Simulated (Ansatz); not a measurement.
# Lattice dynamics of NaI (Fm-3m), part 2 of 3

Task: relax NaI (Fm-3m), then find its harmonic phonons.

Ansatz 0.2.0; DFT PBE, scalar-relativistic, plane waves, PAW.

So far. Step 3 (Tight relaxation): The forces vanish by symmetry and the pressure is 0.006 GPa, within the tolerances set. The cell now holds 34.78 Å³/atom. The relaxed cell has a = 6.528 Å (conventional setting).

### Step 4. Linear response at the zone centre

The zone centre comes first: it holds the modes that light can see, as far as symmetry allows. The response to a homogeneous field gives the Born charges and the dielectric tensor.

The input, input.yaml:

```yaml
crystal:
  lattice:
    - [0.0, 3.2640968181, 3.2640968181]
    - [3.2640968181, 0.0, 3.2640968181]
    - [3.2640968181, 3.2640968181, 0.0]
  atoms:
    - { symbol: Na, position: [0.0, 0.0, 0.0] }
    - { symbol: I, position: [0.5, 0.5, 0.5] }
kpoints:
  mp_grid: { grid: [8, 8, 8] }
hamiltonian:
  xc: pbe
scf:
  occupations: { method: fixed }
output:
  eigenvalues: true
phonons:
  method: dfpt
  dielectric: true
  rigid_motions: translations
```

Command:

```bash
$ ansatz run input.yaml --threads 4 --pin off --max-ram 7168MiB --backend cpu --events-out ev --progress --plain --runs-dir out
```

Numbers of over 12 decimals in the logs are rounded to 6 here.

The program printed:

```text
[...]
Crystal: 2 atoms, lattice volume = 69.554 Å³
Basis set: ecut = 420 eV, 1363 PW (Γ), exchange–correlation on 64×64×64 points (8 copies of the dense FFT grid, shifted against one another)
Bands: 17, of which v1, the nominal top of the filled ones, is band 13 counted from 1 (12 counted from 0)
Symmetry: 48 space group operations
k-points: 59 of 512 (irreducible under 8 space group operations, time reversal used)
[...]
SCF iter   1: F=—  HF=-9001.885147 eV  |F-HF|=—  |Δ(HF+E_count)|=         —  Δρ=5.02e-4  dr2=3.75e-4  ethr=1.77e-3  ⟨swp⟩=5.1  Hψ=4425  notcnv=0  defer=110
[...]
SCF iter  10: F=-9001.884980 eV  HF=-9001.884980 eV  |F-HF|=1.27e-11  |Δ(HF+E_count)|=   1.94e-7  Δρ=2.88e-7  dr2=6.39e-11  ethr=1.00e-12  ⟨swp⟩=9.0  Hψ=7483  notcnv=0
SCF 1 converged in 10 iterations: F = -9001.884980 eV  dr2 = 6.39e-11
[...]
DFPT response loops at Γ: preconditioner auto → none (the input reference at scf.mixing.eps_inf says where Resta's filter doesn't serve); β = 0.50; Broyden in place of MSR1
── the response to a field inside a basis, on 8×8×8 k-points: an SCF that follows is theirs, and a resumed run solves both again ──
Bands: 14, of which v1, the nominal top of the filled ones, is band 13 counted from 1 (12 counted from 0)
k-points: 60 of 512 (irreducible under 12 space group operations)
[...]
Eigensolver: Dense (60 Hₖ)
SCF iter   1: F=—  HF=-9001.883045 eV  |F-HF|=—  |Δ(HF+E_count)|=         —  Δρ=8.79e-5  dr2=8.44e-7  ethr=1.00e-1
[...]
SCF iter   3: F=-9001.883048 eV  HF=-9001.883048 eV  |F-HF|=2.55e-8  |Δ(HF+E_count)|=   8.30e-7  Δρ=7.63e-6  dr2=1.18e-8  ethr=7.34e-10
SCF 1 converged in 3 iterations: F = -9001.883048 eV  dr2 = 1.18e-8
[...]
SCF converged after 10 iterations
Free energy (F): -9001.884980 eV
[...]
Internal energy: -9001.884980 eV  (E = F + TS)
E sigma→0 (E₀):  -9001.884980 eV
Fermi energy:    2.802693 eV
[...]
--- Band table (eV; the first three rows and the last of 59) ---
  k-point 0: bands = [... 9 lower, -8.1502, 2.8027, 2.8027, 2.8027, 6.3803, 10.7615, 10.7615, 10.7615]
  k-point 1: bands = [... 9 lower, -8.1105, 2.3624, 2.7609, 2.7609, 6.8873, 10.3876, 10.9061, 10.9061]
  k-point 2: bands = [... 9 lower, -8.0111, 1.5665, 2.6643, 2.6643, 7.6680, 10.2657, 10.7725, 10.7725]
  k-point 58: bands = [... 9 lower, -7.7820, 1.4616, 1.4616, 1.9155, 8.5732, 10.2672, 10.2672, 10.6621]
--- Phonons (Γ-DFPT): 2 representative perturbations + reference, on 59 of 512 k-points (Σ response iterations 6) ---
  k mesh reduced under 8 symmetry operations, with k and −k counted as one. Each operation leaves every solved perturbation unchanged. A smaller set is not considered because the run solves the response to a homogeneous field
  ASR residual: 3.371e-4 → 0.000e0 eV/Å²; symmetrization residual: 5.260e-7 eV/Å²
  ASR residual per site (eV/Å²): 3.37e-4 1.84e-4
  Γ frequencies (cm⁻¹): 0.00 0.00 0.00 103.31 103.31 103.31
  ε∞ (high-frequency dielectric tensor):
        3.331043    -0.000000     0.000000
       -0.000000     3.331043     0.000000
        0.000000     0.000000     3.331043
  ε⁰ (static dielectric tensor: ions relaxed, cell fixed):
        8.314028     0.000000     0.000000
        0.000000     8.314028     0.000000
        0.000000     0.000000     8.314028
  ε⁰ − ε∞ (ionic part):
        4.982986     0.000000     0.000000
        0.000000     4.982986     0.000000
        0.000000     0.000000     4.982986
  softest optical mode at Γ: 103.31 cm⁻¹; the repairs (sum rule, projections) moved no ω² at Γ by more than (2.01 cm⁻¹)²
  Born effective charges Z* (e; rows j = field, columns β = displacement):
    site 0:
         1.20967    0.00000    0.00000
         0.00000    1.20967    0.00000
         0.00000   -0.00000    1.20967
    site 1:
        -1.20967   -0.00000   -0.00000
        -0.00000   -1.20967   -0.00000
        -0.00000    0.00000   -1.20967
  Z* charge neutrality: 3.243e-5 e pre-enforcement
  solved inside a basis spanned on kpoints, on 8×8×8 k-points, its susceptibility summed on 12×12×12: ε∞ is read to err by 7.2e-3, Z* by 1.7e-2 e (field_mesh: kpoints solves on kpoints); Z* is corrected for what the basis lacks
  optical modes at Γ without the LO–TO term, one row a degenerate level:
      ω (cm⁻¹)  modes    IR ((D/Å)²/amu)
        103.31      3             5.2035
  optical modes at Γ + LO–TO along q̂ = [1.0000, 0.0000, 0.0000]:
      ω (cm⁻¹)  modes    IR ((D/Å)²/amu)
        103.31      2             3.4690
        163.22      1             1.7345
  optical modes at Γ + LO–TO along q̂ = [0.0000, 1.0000, 0.0000]:
      ω (cm⁻¹)  modes    IR ((D/Å)²/amu)
        103.31      2             3.4690
        163.22      1             1.7345
  optical modes at Γ + LO–TO along q̂ = [0.0000, 0.0000, 1.0000]:
      ω (cm⁻¹)  modes    IR ((D/Å)²/amu)
        103.31      2             3.4690
        163.22      1             1.7345
```

Run time: 15 s. Hardware: 4 threads of Arm Neoverse V2, shared host; peak memory 0.57 GiB.

The column dr2 measures how far the density is from self-consistency, as an energy; F and HF (Harris–Foulkes) agree once it is small.

This step gave:

| Quantity | Value |
| --- | --- |
| sum-rule residual before enforcement | 3.37e-4 eV/Å² |
| miss of the charge sum rule | 3.24e-5 e |
| estimated error of the dielectric tensor | 0.007248 |
| estimated error of the Born charges | 0.01750 e |
| point group | m-3m |
| highest optical mode at the zone centre (no LO-TO term) | 103.3 cm⁻¹ |
| lowest optical zone-centre mode | 103.3 cm⁻¹ |
| mean high-frequency dielectric constant | 3.331 |
| largest Born charge (third of the trace) | 1.210 e |
| mean static dielectric constant | 8.314 |
| top of the zone-centre spectrum with the field | 163.2 cm⁻¹ |

Without the LO-TO term. Patterns of degenerate modes are one choice out of their space. The modes at Γ (shares of kinetic energy by element, %):

```
mode  frequency (cm⁻¹)  symmetry  Na %  I %
   1               0.0  acoustic    15   85
   2               0.0  acoustic    15   85
   3               0.0  acoustic    15   85
   4             103.3       T1u    85   15
   5             103.3       T1u    85   15
   6             103.3       T1u    85   15
```

Displacements in mode 5 (103.3 cm⁻¹), the largest set to 1:
```
Na1  0.00  0.10  1.00
I2   0.00 -0.02 -0.18
```

Optical modes at the zone centre, without and with the macroscopic field of the longitudinal modes; each column is sorted by frequency, so a row need not hold one and the same mode. Modes with and without the field, by row:

```
rank among optical modes  no field (cm⁻¹)  q along (1, 0, 0) (cm⁻¹)
                       1            103.3                     103.3
                       2            103.3                     103.3
                       3            103.3                     163.2
```

Born charge (rows field, columns displacement) (e), principal values of the symmetric part by kind of site:

```csv
atom,atoms with these values,low,middle,high,mean
Na1,1,1.21,1.21,1.21,1.21
I2,1,-1.21,-1.21,-1.21,-1.21
```

In full for I2:

```
-1.21  0.00  0.00
 0.00 -1.21  0.00
 0.00  0.00 -1.21
```

High-frequency dielectric tensor:

```
3.33 0.00 0.00
0.00 3.33 0.00
0.00 0.00 3.33
```

Static dielectric tensor (ions relaxed, fixed cell):

```
8.31 0.00 0.00
0.00 8.31 0.00
0.00 0.00 8.31
```

Transverse modes. Infrared lines, with heights relative to the strongest:

| position (cm⁻¹) | label | relative intensity |
| --- | --- | --- |
| 103 | T1u | 100 |

Before it was imposed, the acoustic sum rule was missed by 3.4e-4 eV/Å² and the charge sum rule by 3.2e-5 e. Small misses are needed for a sound result but don't prove that mesh and cutoff are converged. The lowest optical mode is real, 103 cm⁻¹.

### Step 5. Response at finite wavevector

Stability and thermal properties need the whole zone. Linear response on a 4×4×4 q mesh gives force constants as far as a supercell of that size would, and the tensors from the zone-centre run are typed in so that the long-range dipole term is interpolated apart.

input.yaml, the sections that differ from step 4:

```yaml
phonons:
  method: dfpt
  qmesh: [4, 4, 4]
  temperatures: { t_max: 1000, t_step: 50 }
  qpath:
    path:
      - [[0.0, 0.0, 0.0], [0.5, 0.0, 0.5], [0.625, 0.25, 0.625]]
      - [[0.375, 0.375, 0.75], [0.0, 0.0, 0.0], [0.5, 0.5, 0.5], [0.5, 0.25, 0.75], [0.5, 0.0, 0.5]]
    npoints: 10
  non_analytic_term:
    high_frequency_dielectric_tensor: [[3.331, 0.0, 0.0], [0.0, 3.331, 0.0], [0.0, 0.0, 3.331]]
    born_effective_charges:
      - { species: Na, tensor: [[1.2097, 0.0, 0.0], [0.0, 1.2097, 0.0], [0.0, 0.0, 1.2097]] }
      - { species: I, tensor: [[-1.2097, 0.0, 0.0], [0.0, -1.2097, 0.0], [0.0, 0.0, -1.2097]] }
    source: "zone-centre run at this cell"
# crystal, kpoints, hamiltonian, scf, output: as in step 4
```

The program printed:

```text
[...]
Crystal: 2 atoms, lattice volume = 69.554 Å³
Basis set: ecut = 420 eV, 1363 PW (Γ), exchange–correlation on 64×64×64 points (8 copies of the dense FFT grid, shifted against one another)
Bands: 17, of which v1, the nominal top of the filled ones, is band 13 counted from 1 (12 counted from 0)
Symmetry: 48 space group operations
k-points: 29 of 512
[...]
SCF iter   1: F=—  HF=-9001.885122 eV  |F-HF|=—  |Δ(HF+E_count)|=         —  Δρ=5.08e-4  dr2=3.77e-4  ethr=1.77e-3  ⟨swp⟩=5.1  Hψ=2181  notcnv=0  defer=52
[...]
SCF iter  12: F=-9001.884980 eV  HF=-9001.884980 eV  |F-HF|=1.09e-11  |Δ(HF+E_count)|=  1.82e-11  Δρ=9.98e-8  dr2=8.00e-12  ethr=1.00e-12  ⟨swp⟩=7.0  Hψ=2878  notcnv=0
SCF 1 converged in 12 iterations: F = -9001.884980 eV  dr2 = 8.00e-12
[...]
NSCF: frozen V_eff on 29 k-points
[...]
DFPT response loops at q = (0, 0, 0) (fractional): preconditioner auto → none (the input reference at scf.mixing.eps_inf says where Resta's filter doesn't serve); β = 0.50; Broyden in place of MSR1
[...]
SCF converged after 12 iterations
Free energy (F): -9001.884980 eV
[...]
Internal energy: -9001.884980 eV  (E = F + TS)
E sigma→0 (E₀):  -9001.884980 eV
Fermi energy:    2.802702 eV
[...]
--- Band table (eV; the first three rows and the last of 29) ---
  k-point 0: bands = [... 9 lower, -8.1502, 2.8027, 2.8027, 2.8027, 6.3803, 10.7615, 10.7615, 10.7615]
  k-point 1: bands = [... 9 lower, -8.1104, 2.3624, 2.7609, 2.7609, 6.8873, 10.3876, 10.9061, 10.9061]
  k-point 2: bands = [... 9 lower, -8.0111, 1.5665, 2.6643, 2.6643, 7.6680, 10.2657, 10.7725, 10.7725]
  k-point 28: bands = [... 9 lower, -7.7820, 1.4616, 1.4616, 1.9155, 8.5732, 10.2673, 10.2673, 10.6621]
--- Phonons (Γ-DFPT): 2 representative perturbations + reference (Σ response iterations 6) ---
  ASR residual: 3.129e-5 → 0.000e0 eV/Å²; symmetrization residual: 3.029e-7 eV/Å²
  ASR residual per site (eV/Å²): 1.93e-5 3.13e-5
  Γ frequencies (cm⁻¹): 0.00 0.00 0.00 103.31 103.31 103.31
--- Phonons (arbitrary-q DFPT): 8 irreducible q on the 4×4×4 mesh ---
  q = [0.0000, 0.0000, 0.0000] (star 1, of the zone-centre solve; hermiticity 7.93e-7, symmetrization 5.95e-11): -0.00 -0.00 -0.00 103.31 103.31 103.31
  q = [0.0000, 0.0000, 0.2500] (star 8, 2 solved perturbations on 288 of 512 k-point pairs; hermiticity 2.35e-6, symmetrization 1.82e-11): 32.57 32.57 52.38 102.91 102.91 163.54
[...]
q = [0.0000, 0.2500, 0.2500] (star 6, 4 solved perturbations in 528 linear systems a pass and spin channel, the states on 164 of 512 k-point pairs; hermiticity 3.62e-6, symmetrization 3.26e-12): 29.74 29.74 61.78 105.57 105.57 134.31
[...]
sum rule: each row above includes the acoustic sum rule's correction from the zone centre's row sums; it moved no ω² by more than (0.48 cm⁻¹)²
  mesh force constants: q→R imaginary residual 3.48e-18; ASR residual 3.129e-5 → 0.000e0 eV/Å²; symmetrization residual 8.882e-16 eV/Å²
  interpolated dispersion: 63 rows × 6 modes
  density of states and harmonic sums: on the 16×16×16 q-mesh, interpolated from the force constants of a 4×4×4 supercell (with the dipole–dipole term of supplied tensors)
  largest difference from the sums on the solved wave vectors: F 1.47e-2 eV, S 1.87e-5 and C_V 3.97e-6 eV/K
  zero-point energy: 0.030915 eV/cell   skipped modes (ω ≤ 0): 3   left out of the sums: 1.22e-4 of the cell's modes: C_V's classical limit lies that fraction below 3 k_B per atom; for a crystal, a wire or a layer, F and S can be off by more, and a phonons.interpolated_qmesh denser along its periods is the remedy for the sampling
```

Wall time 1.7 min (4 threads); peak memory 1.5 GiB; 6.7 min of CPU time.

Numbers from this step:

- sum-rule residual before enforcement: 3.13e-5 eV/Å²
- lowest frequency on the path: 0 cm⁻¹
- highest frequency on the path or at a solved wavevector: 164 cm⁻¹
- mean frequency: 83.1 cm⁻¹
- Debye temperature (second moment): 169 K
- logarithmic mean frequency: 74.4 cm⁻¹
- lowest mode on the q mesh (acoustic modes at Γ apart): 29.74 cm⁻¹
- zero-point energy per atom: 15.46 meV
- heat capacity at 300 K: 24.55 J/(mol atoms K)
- vibrational entropy at 300 K: 50.84 J/(mol atoms K)
- edges of the widest gap between branches, on path and mesh: 74.3, 99.4 cm⁻¹

Frequencies (cm⁻¹) solved at each irreducible wavevector; negative means imaginary. Frequencies by wavevector, by row:

```csv
q in reciprocal lattice units,star,mode 1,mode 2,mode 3,mode 4,mode 5,mode 6
0 0 0,1,0,0,0,103.3,103.3,103.3
0 0 0.25,8,32.6,32.6,52.4,102.9,102.9,163.5
0 0 -0.5,4,46.1,46.1,74.3,102.5,102.5,164
0 0.25 0.25,6,29.7,29.7,61.8,105.6,105.6,134.3
0 0.25 -0.5,24,43.6,55,63,104.4,107.8,131.7
0 0.25 -0.25,12,44.6,46.3,67.7,101.5,108.5,143.7
0 -0.5 -0.5,3,38.8,38.8,60.1,107,107,112.8
0.25 -0.5 -0.25,6,52.5,52.5,57.7,110.4,110.4,116.5
```

Interpolated from a 4×4×4 q mesh, with the LO-TO term (at Γ the limit along the path; where Γ stands inside the path, tables give the limit on arrival). Phonon branches along the path, in cm⁻¹:

```
    point  branch 1  branch 2  branch 3  branch 4  branch 5  branch 6
        Γ         0         0         0       103       103       163
  halfway        30        30        62       106       106       134
        X        39        39        60       107       107       113
  halfway        41        46        59       107       111       112
        U        45        57        59       106       111       121
jump to K        45        57        59       106       111       121
  halfway        35        40        59       100       109       153
        Γ         0         0         0       103       103       163
  halfway        33        33        52       103       103       164
        L        46        46        74       102       102       164
  halfway        48        54        67       104       107       140
        W        52        52        58       110       110       116
  halfway        44        50        58       108       112       112
        X        39        39        60       107       107       113
```

The phonon branches as a text plot (rows in cm⁻¹):

```
    161 |***                     *******************
    154 |   *                   *                   *
    147 |    **                *                     *
    140 |                    **                       *
    133 |      *            *                          *
    126 |       *          *                            *
    120 |        *       **                              ***
    113 |         **********                             ********
    106 |**************************************** *******   *****
     99 |                    ********            *
     92 |
     85 |
     79 |
     72 |        *          ***                *******
     65 |      ** ***      *   *              *       ***
     58 |            ******     *            *           ********
     51 |    **         *  **    *          *      ********* *
     44 |   *          ***** ***           *   *******      ****
     38 |        *******        ****         **                **
     31 |  *   **                *  *     * *
     24 |    **                   **     ***
     17 | ***                       **   *
     10 | *                          *  *
      3 |*                            **
         Γ           X  U|K            Γ         L        W     X
```

Tetrahedra on a 16×16×16 mesh, mean over bins of 2 cm-1. Interpolated from a 4×4×4 q mesh. The phonon density of states by wavenumber; read off at these points:

```csv
wavenumber (cm⁻¹),phonon density of states (1/cm⁻¹/cell)
1.0,1.0e-5
5.0,2.1e-4
9.0,9.5e-4
15.0,0.00322
19.0,0.00595
23.0,0.00967
27.0,0.0152
33.0,0.0289
37.0,0.0473
41.0,0.0802
45.0,0.120
47.0,0.152
49.0,0.0979
55.0,0.0675
59.0,0.0524
63.0,0.0708
65.0,0.108
67.0,0.0774
71.0,0.0171
77.0,0
81.0,0
85.0,0
89.0,0
95.0,0
99.0,0.00388
103.0,0.216
105.0,0.260
107.0,0.252
111.0,0.0508
117.0,0.0187
121.0,0.0198
125.0,0.0194
129.0,0.0197
133.0,0.0189
139.0,0.0192
143.0,0.0190
147.0,0.0194
151.0,0.0197
157.0,0.0217
161.0,0.0245
165.0,1.0e-5
```

The partial phonon density of states has structure finer than the step of the table below, so its rows give means over 5 cm⁻¹, whole bins alone (the curve runs from -10 to 179 cm⁻¹). Peaks (cm⁻¹: height): I 47.0: 0.117, 64.9: 0.0775, 106.4: 0.0243; Na 105.2: 0.208.

Phonopy on the run's constants, 15x15x15 mesh, Gaussian sigma 2.0 cm-1. Interpolated from a 4×4×4 q mesh. The partial phonon density of states by wavenumber; means over each step; values in 1/cm⁻¹/cell:

| wavenumber (cm⁻¹) | I | Na |
| --- | --- | --- |
| -5 | 1.7e-5 | 2.4e-6 |
| 0 | 1.2e-4 | 2.3e-5 |
| 5 | 2.3e-4 | 4.1e-5 |
| 10 | 0.00135 | 2.3e-4 |
| 15 | 0.00327 | 5.3e-4 |
| 20 | 0.00591 | 9.2e-4 |
| 25 | 0.0112 | 0.00165 |
| 30 | 0.0195 | 0.00270 |
| 35 | 0.0342 | 0.00450 |
| 40 | 0.0650 | 0.00744 |
| 45 | 0.103 | 0.00749 |
| 50 | 0.0887 | 0.00544 |
| 55 | 0.0573 | 0.00438 |
| 60 | 0.0519 | 0.00460 |
| 65 | 0.0719 | 0.00453 |
| 70 | 0.0350 | 0.00156 |
| 75 | 0.00454 | 1.4e-4 |
| 80 | 7.6e-5 | 4.0e-7 |
| 85 | 0 | 0 |
| 90 | 0 | 1.2e-6 |
| 95 | 1.3e-4 | 0.00232 |
| 100 | 0.00426 | 0.0677 |
| 105 | 0.0195 | 0.189 |
| 110 | 0.0140 | 0.0987 |
| 115 | 0.00213 | 0.0219 |
| 120 | 6.4e-4 | 0.0187 |
| 125 | 4.1e-4 | 0.0188 |
| 130 | 2.9e-4 | 0.0183 |
| 135 | 3.0e-4 | 0.0191 |
| 140 | 3.8e-4 | 0.0176 |
| 145 | 5.3e-4 | 0.0195 |
| 150 | 7.1e-4 | 0.0169 |
| 155 | 0.00105 | 0.0204 |
| 160 | 0.00131 | 0.0180 |
| 165 | 4.7e-4 | 0.00626 |
| 170 | 8.7e-6 | 1.3e-4 |
| 175 | 0 | 0 |

Second derivatives of the energy by pair, one row for each kind of neighbour of each atom listed. Each entry sums the pair over the periodic images of the supercell that the q mesh stands for, and in a polar crystal it holds the long-range dipole part too. Force constants by pair, by row:

```csv
atom,neighbour,distance (Å),third of the trace (eV/Å²),along the pair's line (eV/Å²)
Na1,itself,0,1.101,–
Na1,I,3.264,-0.1731,-0.3597
Na1,Na,4.616,0.0104,-0.1147
Na1,I,5.654,-0.005,0.0499
Na1,Na,6.528,-0.0404,-0.1118
Na1,I,7.299,0.0071,0.042
I2,itself,0,1.59,–
I2,Na,3.264,-0.1731,-0.3597
I2,I,4.616,-0.047,-0.241
I2,Na,5.654,-0.005,0.0499
I2,I,6.528,-0.001,-0.0338
I2,Na,7.299,0.0071,0.042
```

Harmonic thermodynamic functions per atom, from the density of states. Interpolated from a 4×4×4 q mesh. Thermodynamic functions, by row:

```csv
T (K),F_vib (meV/atom),S (J/mol-atom/K),C_V (J/mol-atom/K)
0,15.46,0,0
50,13.24,11.6,15.84
100,3.56,24.91,21.82
200,-31.4,40.97,24.08
300,-79.3,50.84,24.55
400,-135.8,57.93,24.72
500,-198.8,63.45,24.8
600,-267,67.98,24.84
700,-339.5,71.81,24.87
800,-415.7,75.13,24.89
900,-495.1,78.06,24.9
1000,-577.4,80.69,24.91
```

Harmonic mean-square displacement, third of the trace. Interpolated from a 4×4×4 q mesh. Mean square displacements, by row:

```
T (K)  Na1 U_eq (Å²)  I2 U_eq (Å²)
    0        0.00725       0.00274
  100        0.01424       0.00949
  300        0.03825       0.02764
  600        0.07562       0.05513
```

Symmetry leaves 8 wavevectors to solve. The lowest mode among them, the acoustic zeros apart, lies at q = (0, 0.25, 0.25) and is real, 29.7 cm⁻¹.

(Continued in part 3 of 3.)

[Logs are printed without paths, hosts, clocks, repeated set-up lines and the standing remarks that a program may print on its own settings, such as how far it seeks lower states.]

[Hosts, paths, dates, database ids (printed as entryN), source tags and the programs' standing remarks are cut or masked in the printed files.]
